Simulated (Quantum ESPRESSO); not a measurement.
## MgS (F-43m): third-order response

Wanted: vibrational spectra of MgS (F-43m) from linear and non-linear response.

Calculated with Quantum ESPRESSO 8.0 development, patched; DFT LDA, scalar-relativistic, plane waves, PseudoDojo norm-conserving pseudopotentials.

### 1. Set-up

The structure is cubic, space group F-43m (No. 216). Conventional cell: a = 5.666 Å, b = 5.666 Å, c = 5.666 Å, α = 90.00°, β = 90.00°, γ = 90.00°. Mg has 4 S at 2.45 Å nearest. S has 4 Mg at 2.45 Å nearest. Farther neighbours and most contacts between anions are not listed.

### 2. A first look

A cheap run with smearing and empty bands tells whether the crystal has a gap, which decides between fixed occupations and smearing later on.

The input, probe.in:

```
&control
   calculation = 'scf'
   prefix = 'x'
   outdir = './tmp'
   pseudo_dir = './pseudo'
   tprnfor = .true.
   tstress = .true.
   verbosity = 'high'
/
&system
   ibrav = 2
   celldm(1) = 10.70764195
   nat = 2
   ntyp = 2
   ecutwfc = 84.0
   occupations = 'smearing'
   smearing = 'gaussian'
   degauss = 0.01
/
&electrons
   conv_thr = 1.0d-07
   mixing_beta = 0.7
   electron_maxstep = 100
/
ATOMIC_SPECIES
 Mg     24.3050  Mg.upf
 S      32.0600  S.upf
ATOMIC_POSITIONS crystal
 Mg     0.000000000   0.000000000   0.000000000
 S      0.750000000   0.750000000   0.750000000
K_POINTS automatic
 6 6 6 0 0 0
```

Run with:

```console
$ OMP_NUM_THREADS=1 mpirun -n 4 pw.x -nk 4 -in probe.in > probe.out
```

Planned after this: relaxing the cell and atoms; ground state; zone-centre response; zone-centre analysis; sum rules set otherwise: a sum rule for molecules or wires on a crystal; the LO-TO splitting (1 0 0). Settings of the main run: cutoff 84 Ry, 8×8×8 k-mesh, fixed occupations, response threshold 1.00e-18, field response on, Raman on, q point (0, 0, 0).

Before running: what should come out for the highest optical zone-centre mode?

The largest Raman activity of MgS (F-43m) lies at 343 cm⁻¹ and the strongest infrared line at 343 cm⁻¹ (transverse modes). At the LDA level the optical modes of MgS (F-43m) at the zone centre (no LO-TO term) lie at 343 cm⁻¹. Along the directions run, the highest mode that the macroscopic field moves lies at 431 cm⁻¹.

- volume per atom: 21.9 Å³
- gap on the k-mesh: 3.35 eV
- highest optical zone-centre mode (no LO-TO term): 343.3 cm⁻¹
- highest mode moved by the LO-TO term: 430.9 cm⁻¹
- mean high-frequency dielectric constant: 4.21
- largest Born charge in size (third of the trace): 1.88 e
- mean static dielectric constant: 6.63
- imaginary optical modes at the zone centre (no q mesh in this session): none

Lattice motion raises the mean dielectric constant from 4.209 to 6.633. The Born charge of Mg is 1.874 e against a formal charge of +2, close to the ionic value. The Lyddane-Sachs-Teller relation holds: (ωLO/ωTO)² is 1.58 and ε₀/ε∞ is 1.58. These are harmonic frequencies at zero temperature: anharmonic shifts and linewidths and thermal expansion are left out. The build is a development version in which the Raman tensors of release 7.5 are mended; dynmat.x leaves out the electro-optic term of LO lines. The structure comes from a database and need not be the phase that is stable at ambient conditions.

[Host names and launcher messages were left out of these logs when they were recorded.]

[Logs are printed without paths, hosts, clocks, repeated set-up lines and the standing remarks that a program may print on its own settings, such as how far it seeks lower states.]

[Hosts, paths, dates, database ids (printed as entryN), source tags and the programs' standing remarks are cut or masked in the printed files.]
